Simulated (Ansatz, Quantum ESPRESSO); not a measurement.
# Mode couplings of ScGa3 (Pm-3m) in a second program, part 2 of 2

Each step names its level of theory.

So far. Step 2 (Relaxing cell and atoms): The largest force is now zero by symmetry and the largest stress component 7.5e-4 GPa. Step 3 (Ground state with pw.x): With these potentials, mesh and smearing the cell is at -0.096 GPa. The relaxed cell has a = 4.052 Å (conventional setting).

**4. Phonons and couplings with ph.x: Fermi–Dirac smearing of 0.1 eV**

Level of this step: DFT PBEsol, scalar-relativistic, plane waves, GBRV ultrasoft pseudopotentials (Quantum ESPRESSO).

ph.x gives each mode's frequency and linewidth; λ of a mode follows from Gaussian double-delta sums over the k mesh, here at four widths.

The input, ph.in:

```
phonons and couplings
&inputph
   prefix = 'x'
   outdir = './tmp'
   tr2_ph = 1.0d-15
   fildyn = 'x.dyn'
   fildvscf = 'dvscf'
   ldisp = .true.
   nq1 = 2
   nq2 = 2
   nq3 = 2
   electron_phonon = 'simple'
   el_ph_ngauss = 0
   el_ph_sigma = 0.00734986
   el_ph_nsigma = 4
   alpha_mix(1) = 0.5
   amass(1) = 44.9559
   amass(2) = 69.723
/
```

Command:

```sh
$ OMP_NUM_THREADS=1 mpirun -n 8 ph.x -nk 8 -in ph.in > ph.x.log
```

What it wrote:

```text
[banner, memory and clock lines left out]
Program PHONON v.7.5

     ./tmp/x.save/

     IMPORTANT: XC functional enforced from input :
     Exchange-correlation= PBESOL
                           (   1   4  10   8   0   0   0)
     Any further DFT definition will be discarded
     Please, verify this is what you really want

     G-vector sticks info

     Check: negative core charge=   -0.000001
     Reading collected, re-writing distributed wavefunctions in ./tmp/

     Dynamical matrices for ( 2, 2, 2)  uniform grid of q-points
     (   4 q-points):
       N         xq(1)         xq(2)         xq(3)
       1   0.000000000   0.000000000   0.000000000
       2   0.000000000   0.000000000  -0.500000000
       3   0.000000000  -0.500000000  -0.500000000
       4  -0.500000000  -0.500000000  -0.500000000

     Number and degeneracy of irreps per q-point
       N         xq(1)         xq(2)         xq(3)   N irreps
       1   0.000000000   0.000000000   0.000000000       4
        3   3   3   3
       2   0.000000000   0.000000000  -0.500000000       8
        1   1   2   2   1   1   2   2
       3   0.000000000  -0.500000000  -0.500000000       9
        1   1   1   1   2   1   1   2   2
       4  -0.500000000  -0.500000000  -0.500000000       5
        1   2   3   3   3

     Saving dvscf to file. Distribute only q points, not irreducible representations.

     Calculation of q =    0.0000000   0.0000000   0.0000000

     phonons and couplings

     bravais-lattice index     =            1
     lattice parameter (alat)  =       7.6575  a.u.
     unit-cell volume          =     449.0238 (a.u.)^3
     number of atoms/cell      =            4
     number of atomic types    =            2
     kinetic-energy cut-off    =      52.0000  Ry
     charge density cut-off    =     416.0000  Ry
     convergence threshold     =      1.0E-15
     beta                      =       0.5000
     number of iterations used =            4
     Exchange-correlation= PBESOL
                           (   1   4  10   8   0   0   0)

     celldm(1)=    7.65755  celldm(2)=    0.00000  celldm(3)=    0.00000
     celldm(4)=    0.00000  celldm(5)=    0.00000  celldm(6)=    0.00000

     crystal axes: (cart. coord. in units of alat)
               a(1) = (  1.0000  0.0000  0.0000 )
               a(2) = (  0.0000  1.0000  0.0000 )
               a(3) = (  0.0000  0.0000  1.0000 )

     reciprocal axes: (cart. coord. in units 2 pi/alat)
               b(1) = (  1.0000  0.0000  0.0000 )
               b(2) = (  0.0000  1.0000  0.0000 )
               b(3) = (  0.0000  0.0000  1.0000 )

     Atoms inside the unit cell:

     Cartesian axes

     site n.  atom      mass           positions (alat units)
        1  Sc     44.9559   tau(    1) = (    0.00000    0.00000    0.00000  )
        2  Ga     69.7230   tau(    2) = (    0.00000    0.50000    0.50000  )
        3  Ga     69.7230   tau(    3) = (    0.50000    0.00000    0.50000  )
        4  Ga     69.7230   tau(    4) = (    0.50000    0.50000    0.00000  )

     Computing dynamical matrix for
                    q = (   0.0000000   0.0000000   0.0000000 )

     49 Sym.Ops. (with q -> -q+G )

     G cutoff =  617.8928  (  64229 G-vectors)     FFT grid: ( 50, 50, 50)
     G cutoff =  308.9464  (  22743 G-vectors)  smooth grid: ( 36, 36, 36)

     number of k points=    20  Fermi-Dirac smearing, width (Ry)=  0.0073

     PseudoPot. # 1 for Sc read from file:
     ./pseudo/Sc.upf
     Pseudo is Ultrasoft + core correction, Zval = 11.0
     Using radial grid of  849 points,  6 beta functions with:
                l(1) =   0
                l(2) =   0
                l(3) =   1
                l(4) =   1
                l(5) =   2
                l(6) =   2
     Q(r) pseudized with  6 coefficients,  rinner =    1.200   1.200   1.200
                                                       1.200   1.200

     PseudoPot. # 2 for Ga read from file:
     ./pseudo/Ga.upf
     Pseudo is Ultrasoft + core correction, Zval = 19.0
     Using radial grid of  871 points,  6 beta functions with:
                l(1) =   0
                l(2) =   0
                l(3) =   1
                l(4) =   1
                l(5) =   2
                l(6) =   2
     Q(r) pseudized with  8 coefficients,  rinner =    1.250   1.250   1.250
                                                       1.250   1.250

     Mode symmetry, O_h (m-3m)  point group:

     Atomic displacements:
     There are    4 irreducible representations

     Representation     1      3 modes -  To be done

     Representation     2      3 modes -  To be done

     Representation     3      3 modes -  To be done

     Representation     4      3 modes -  To be done

     Alpha used in Ewald sum =   2.8000

     Representation #   1 modes #   1   2   3

     Self-consistent Calculation

     Pert. #  1: Fermi energy shift (Ry) =    -2.7573E-25    -1.4106E-37
     Pert. #  2: Fermi energy shift (Ry) =    -1.7233E-26    -8.2285E-38
     Pert. #  3: Fermi energy shift (Ry) =    -2.7573E-25    -7.8366E-38

      thresh= 1.000E-02 alpha_mix =  0.500 |ddv_scf|^2 =  8.907E-06

     Pert. #  1: Fermi energy shift (Ry) =     1.3786E-25    -9.7958E-40
     Pert. #  2: Fermi energy shift (Ry) =     1.6371E-25     5.6326E-39
     Pert. #  3: Fermi energy shift (Ry) =    -3.4466E-25     2.9387E-39

      thresh= 2.984E-04 alpha_mix =  0.500 |ddv_scf|^2 =  4.831E-07

     Pert. #  1: Fermi energy shift (Ry) =    -8.6165E-26    -7.3468E-40
     Pert. #  2: Fermi energy shift (Ry) =    -1.1201E-25    -6.7346E-40
     Pert. #  3: Fermi energy shift (Ry) =    -1.0340E-25     0.0000E+00

      thresh= 6.950E-05 alpha_mix =  0.500 |ddv_scf|^2 =  3.502E-08

     Pert. #  1: Fermi energy shift (Ry) =     0.0000E+00     5.3571E-41
     Pert. #  2: Fermi energy shift (Ry) =    -4.3082E-26     5.9310E-41
     Pert. #  3: Fermi energy shift (Ry) =    -3.4466E-26     3.0612E-41

      thresh= 1.871E-05 alpha_mix =  0.500 |ddv_scf|^2 =  4.536E-10

     Pert. #  1: Fermi energy shift (Ry) =    -8.6165E-27     0.0000E+00
     Pert. #  2: Fermi energy shift (Ry) =    -5.3853E-28     3.8265E-42
     Pert. #  3: Fermi energy shift (Ry) =    -8.6165E-27     1.9132E-41

      thresh= 2.130E-06 alpha_mix =  0.500 |ddv_scf|^2 =  1.409E-11

     Pert. #  1: Fermi energy shift (Ry) =    -3.2312E-27    -1.9132E-42
[...]
thresh= 3.754E-07 alpha_mix =  0.500 |ddv_scf|^2 =  8.370E-13

[...]
thresh= 9.149E-08 alpha_mix =  0.500 |ddv_scf|^2 =  7.382E-14

[...]
thresh= 2.717E-08 alpha_mix =  0.500 |ddv_scf|^2 =  1.450E-15

[...]
27.6858  28.1300

          k =-0.1667-1.0000-1.0000 (  2849 PWs)   bands (ev):

[...]
26.1224  26.4206

          k =-0.5000-0.5000-0.5000 (  2872 PWs)   bands (ev):

[...]
10.2678  10.2678  10.2678  15.8342  16.0104  16.0104  17.2277  17.2277
    17.2277  24.1259  24.1259  24.1259  24.3591  24.3591  28.0233  28.0233
    28.0233  28.3416

          k =-1.0000-1.0000-1.0000 (  2897 PWs)   bands (ev):

   -80.8883 -80.8883 -80.8883 -80.8564 -80.8564 -80.8564 -80.8560 -80.8560
   -80.8560 -35.6109 -14.3920 -14.3920 -14.3920  -1.6993  -1.6727  -1.6727
    -1.6727  -1.5389  -1.5389  -1.3834  -1.3834  -1.3834  -1.3080  -1.3080
    -1.1948  -1.1753  -1.1753  -1.1753   2.2364  10.2246  10.2246  11.3816
    11.3816  11.3816  15.1818  15.1818  15.1818  16.4873  17.0927  17.0927
    18.4712  18.4712  18.4712  21.7912  21.7912  21.7912  24.7291  24.7291
    24.7291  25.2088

     the Fermi energy is    13.4290 ev

     Writing config to output data dir ./tmp/_ph0/x.q_4/x.save/ :
     XML data file

     phonons and couplings

     bravais-lattice index     =            1
     lattice parameter (alat)  =       7.6575  a.u.
     unit-cell volume          =     449.0238 (a.u.)^3
     number of atoms/cell      =            4
     number of atomic types    =            2
     kinetic-energy cut-off    =      52.0000  Ry
     charge density cut-off    =     416.0000  Ry
     convergence threshold     =      1.0E-15
     beta                      =       0.5000
     number of iterations used =            4
     Exchange-correlation= PBESOL
                           (   1   4  10   8   0   0   0)

     celldm(1)=    7.65755  celldm(2)=    0.00000  celldm(3)=    0.00000
     celldm(4)=    0.00000  celldm(5)=    0.00000  celldm(6)=    0.00000

     crystal axes: (cart. coord. in units of alat)
               a(1) = (  1.0000  0.0000  0.0000 )
               a(2) = (  0.0000  1.0000  0.0000 )
               a(3) = (  0.0000  0.0000  1.0000 )

     reciprocal axes: (cart. coord. in units 2 pi/alat)
               b(1) = (  1.0000  0.0000  0.0000 )
               b(2) = (  0.0000  1.0000  0.0000 )
               b(3) = (  0.0000  0.0000  1.0000 )

     Atoms inside the unit cell:

     Cartesian axes

     site n.  atom      mass           positions (alat units)
        1  Sc     44.9559   tau(    1) = (    0.00000    0.00000    0.00000  )
        2  Ga     69.7230   tau(    2) = (    0.00000    0.50000    0.50000  )
        3  Ga     69.7230   tau(    3) = (    0.50000    0.00000    0.50000  )
        4  Ga     69.7230   tau(    4) = (    0.50000    0.50000    0.00000  )

     Computing dynamical matrix for
                    q = (  -0.5000000  -0.5000000  -0.5000000 )

     49 Sym.Ops. (with q -> -q+G )

     G cutoff =  617.8928  (  64229 G-vectors)     FFT grid: ( 50, 50, 50)
     G cutoff =  308.9464  (  22743 G-vectors)  smooth grid: ( 36, 36, 36)

     number of k points=    40  Fermi-Dirac smearing, width (Ry)=  0.0073

     PseudoPot. # 1 for Sc read from file:
     ./pseudo/Sc.upf
     Pseudo is Ultrasoft + core correction, Zval = 11.0
     Using radial grid of  849 points,  6 beta functions with:
[...]
l(5) =   2
                l(6) =   2
     Q(r) pseudized with  6 coefficients,  rinner =    1.200   1.200   1.200
                                                       1.200   1.200

     PseudoPot. # 2 for Ga read from file:
     ./pseudo/Ga.upf
     Pseudo is Ultrasoft + core correction, Zval = 19.0
     Using radial grid of  871 points,  6 beta functions with:
                l(1) =   0
                l(2) =   0
                l(3) =   1
                l(4) =   1
                l(5) =   2
                l(6) =   2
     Q(r) pseudized with  8 coefficients,  rinner =    1.250   1.250   1.250
                                                       1.250   1.250

     Mode symmetry, O_h (m-3m)  point group:

     Atomic displacements:
     There are    5 irreducible representations

     Representation     1      1 modes -  To be done

     Representation     2      2 modes -  To be done

     Representation     3      3 modes -  To be done

     Representation     4      3 modes -  To be done

     Representation     5      3 modes -  To be done

     Alpha used in Ewald sum =   2.8000

     Representation #   1 mode #   1

     Self-consistent Calculation

[...]
End of self-consistent calculation

     Convergence has been achieved

     Representation #   2 modes #   2   3

     Self-consistent Calculation

[...]
End of self-consistent calculation

     Convergence has been achieved

     Representation #   3 modes #   4   5   6

     Self-consistent Calculation

[...]
End of self-consistent calculation

     Convergence has been achieved

     Representation #   4 modes #   7   8   9

     Self-consistent Calculation

[...]
thresh= 1.985E-08 alpha_mix =  0.500 |ddv_scf|^2 =  4.422E-16

     End of self-consistent calculation

     Convergence has been achieved

     Representation #   5 modes #  10  11  12

     Self-consistent Calculation

      thresh= 1.000E-02 alpha_mix =  0.500 |ddv_scf|^2 =  2.295E-06

      thresh= 1.515E-04 alpha_mix =  0.500 |ddv_scf|^2 =  2.029E-07

      thresh= 4.505E-05 alpha_mix =  0.500 |ddv_scf|^2 =  2.621E-09

      thresh= 5.120E-06 alpha_mix =  0.500 |ddv_scf|^2 =  8.720E-12

      thresh= 2.953E-07 alpha_mix =  0.500 |ddv_scf|^2 =  1.072E-12

      thresh= 1.035E-07 alpha_mix =  0.500 |ddv_scf|^2 =  2.018E-15

      thresh= 4.492E-09 alpha_mix =  0.500 |ddv_scf|^2 =  6.174E-18

     End of self-consistent calculation

     Convergence has been achieved

     Number of q in the star =    1
     List of q in the star:
          1  -0.500000000  -0.500000000  -0.500000000

     Diagonalizing the dynamical matrix

     q = (   -0.500000000  -0.500000000  -0.500000000 )

 **************************************************************************
[...]
freq (    5) =       3.638159 [THz] =     121.355924 [cm-1]
     freq (    6) =       3.670264 [THz] =     122.426819 [cm-1]
     freq (    7) =       3.670264 [THz] =     122.426819 [cm-1]
     freq (    8) =       3.670264 [THz] =     122.426819 [cm-1]
     freq (    9) =       5.048103 [THz] =     168.386585 [cm-1]
     freq (   10) =       7.737890 [THz] =     258.108233 [cm-1]
     freq (   11) =       7.737890 [THz] =     258.108233 [cm-1]
     freq (   12) =       7.737890 [THz] =     258.108233 [cm-1]
 **************************************************************************

     Mode symmetry, O_h (m-3m)  point group:

     freq (   1-   2) =         54.9  [cm-1]   --> E_u  G_12' G_3-
     freq (   3-   5) =        121.4  [cm-1]   --> T_1u G_15  G_4-
     freq (   6-   8) =        122.4  [cm-1]   --> T_2u G_25  G_5-
     freq (   9-   9) =        168.4  [cm-1]   --> A_2u G_2'  G_2-
     freq (  10-  12) =        258.1  [cm-1]   --> T_1u G_15  G_4-

     Gaussian Broadening:   0.007 Ry, ngauss=   0
     DOS =  4.057213 states/spin/Ry/Unit Cell at Ef= 13.393991 eV
     double delta at Ef =  1.803813
[...]
Gaussian Broadening:   0.015 Ry, ngauss=   0
     DOS =  7.124071 states/spin/Ry/Unit Cell at Ef= 13.427823 eV
     double delta at Ef =112.663368
[...]
Gaussian Broadening:   0.022 Ry, ngauss=   0
     DOS =  8.991353 states/spin/Ry/Unit Cell at Ef= 13.432062 eV
     double delta at Ef =155.991331
[...]
Gaussian Broadening:   0.029 Ry, ngauss=   0
     DOS =  9.562603 states/spin/Ry/Unit Cell at Ef= 13.429809 eV
     double delta at Ef =158.888156
[...]
lambda(    5)=  0.0020   gamma=    0.24 GHz
     lambda(    6)=  0.0083   gamma=    1.02 GHz
     lambda(    7)=  0.0083   gamma=    1.02 GHz
     lambda(    8)=  0.0083   gamma=    1.02 GHz
     lambda(    9)=  0.0277   gamma=    6.45 GHz
     lambda(   10)=  0.0560   gamma=   30.65 GHz
     lambda(   11)=  0.0560   gamma=   30.65 GHz
     lambda(   12)=  0.0560   gamma=   30.65 GHz
```

Elapsed: 15 min, on 8 MPI ranks of Intel Xeon 6975P-C (Granite Rapids), shared host; 2 h of CPU time.

Numbers from this step:

```yaml
highest_frequency_solved_or_plainly_interpolated: 258.1 cm⁻¹
omega_log_against_width: 19.62, 19.48, 19.18, 18.91 meV, at widths 0.1 to 0.4 eV
```

As ph.x prints them, no sum rule imposed; at the zone centre the sum is no linewidth. Double-delta sums, the first 40 of 48 rows:

```tsv
q1	q2	q3	star	mode	omega (meV)	lambda_q, sigma 0.1 eV	lambda_q, sigma 0.2 eV	lambda_q, sigma 0.3 eV	lambda_q, sigma 0.4 eV	half width at sigma 0.2 (meV)
0	0	0	1	1	-3.59	0	0	-5.00e-4	-0.0016	0
0	0	0	1	2	-3.59	0	0	-5.00e-4	-0.0016	0
0	0	0	1	3	-3.59	0	0	-5.00e-4	-0.0016	0
0	0	0	1	4	16.47	0	0.012	0.0228	0.0238	0.005335
0	0	0	1	5	16.47	0	0.012	0.0228	0.0238	0.005335
0	0	0	1	6	16.47	0	0.012	0.0228	0.0238	0.005335
0	0	0	1	7	16.72	0	0	2.00e-4	9.00e-4	0
0	0	0	1	8	16.72	0	0	2.00e-4	9.00e-4	0
0	0	0	1	9	16.72	0	0	2.00e-4	9.00e-4	0
0	0	0	1	10	31.7	0	0	2.00e-4	8.00e-4	0
0	0	0	1	11	31.7	0	0	2.00e-4	8.00e-4	0
0	0	0	1	12	31.7	0	0	2.00e-4	8.00e-4	0
0	0	0.5	3	1	11.78	7.00e-4	0.03	0.0388	0.0346	0.006824
0	0	0.5	3	2	11.78	7.00e-4	0.03	0.0388	0.0346	0.006824
0	0	0.5	3	3	12.83	0.094	0.0718	0.0526	0.0474	0.01948
0	0	0.5	3	4	12.83	0.094	0.0718	0.0526	0.0474	0.01948
0	0	0.5	3	5	16.04	2.00e-4	0.0144	0.0217	0.0212	0.006079
0	0	0.5	3	6	18.66	1.00e-4	0.0228	0.0408	0.0457	0.01307
0	0	0.5	3	7	19.49	0.0126	0.0449	0.0431	0.0371	0.02804
0	0	0.5	3	8	19.49	0.0126	0.0449	0.0431	0.0371	0.02804
0	0	0.5	3	9	19.78	1.00e-4	0.0217	0.0306	0.0289	0.01394
0	0	0.5	3	10	25.8	0.002	0.0839	0.0976	0.0896	0.09185
0	0	0.5	3	11	29.93	0.0917	0.0736	0.0599	0.0543	0.1085
0	0	0.5	3	12	29.93	0.0917	0.0736	0.0599	0.0543	0.1085
0	0.5	0.5	3	1	10	0	0.0037	0.009	0.0135	6.20e-4
0	0.5	0.5	3	2	14.58	0.0048	0.0388	0.0249	0.0167	0.01356
0	0.5	0.5	3	3	15.28	5.00e-4	0.0261	0.0224	0.0166	0.01001
0	0.5	0.5	3	4	15.68	0.0018	0.049	0.045	0.0336	0.01981
0	0.5	0.5	3	5	15.68	0.0018	0.049	0.045	0.0336	0.01981
0	0.5	0.5	3	6	17.62	0.0013	0.0476	0.0467	0.0387	0.02428
0	0.5	0.5	3	7	17.62	0.0013	0.0476	0.0467	0.0387	0.02428
0	0.5	0.5	3	8	18.71	0.0257	0.2124	0.2361	0.2046	0.1223
0	0.5	0.5	3	9	22.78	0.0137	0.0514	0.0469	0.0409	0.04384
0	0.5	0.5	3	10	27.41	0.0024	0.037	0.0306	0.0282	0.04574
0	0.5	0.5	3	11	29.9	0.0041	0.0428	0.034	0.0264	0.0629
0	0.5	0.5	3	12	29.9	0.0041	0.0428	0.034	0.0264	0.0629
0.5	0.5	0.5	1	1	6.812	0.001	0.0371	0.0493	0.0603	0.002812
0.5	0.5	0.5	1	2	6.812	0.001	0.0371	0.0493	0.0603	0.002812
0.5	0.5	0.5	1	3	15.05	0	2.00e-4	8.00e-4	0.002	8.27e-5
0.5	0.5	0.5	1	4	15.05	0	2.00e-4	8.00e-4	0.002	8.27e-5
```

Mean over the q mesh without its centre; few wavevectors enter, so none of the widths can be taken as converged. Coupling constant λ, lambda against Gaussian width:

```tsv
Gaussian width (eV)	coupling constant λ, lambda
0.100	0.199
0.200	0.570
0.300	0.563
0.400	0.500
```

The acoustic modes at the zone centre come out at up to 29 cm⁻¹, so the sum rule is broken and the other frequencies and the couplings of this run are in doubt.

**5. Results**

```json
{"phonon run of the rows without a label of their own": "PBEsol, q 2×2×2, k 6×6×6"}
```

**Reading.** Under gradient-corrected functionals ph.x can misplace modes where the density is low; no frozen-phonon run checks these frequencies. In ph.x the acoustic modes at the zone centre lie at up to 29 cm⁻¹ instead of zero. This break of the sum rule is a numerical error, which can shift the other modes and λ too, so no λ is read from that run.

[Logs are printed without paths, hosts, clocks, repeated set-up lines and the standing remarks that a program may print on its own settings, such as how far it seeks lower states.]

[Hosts, paths, dates, database ids (printed as entryN), source tags and the programs' standing remarks are cut or masked in the printed files.]
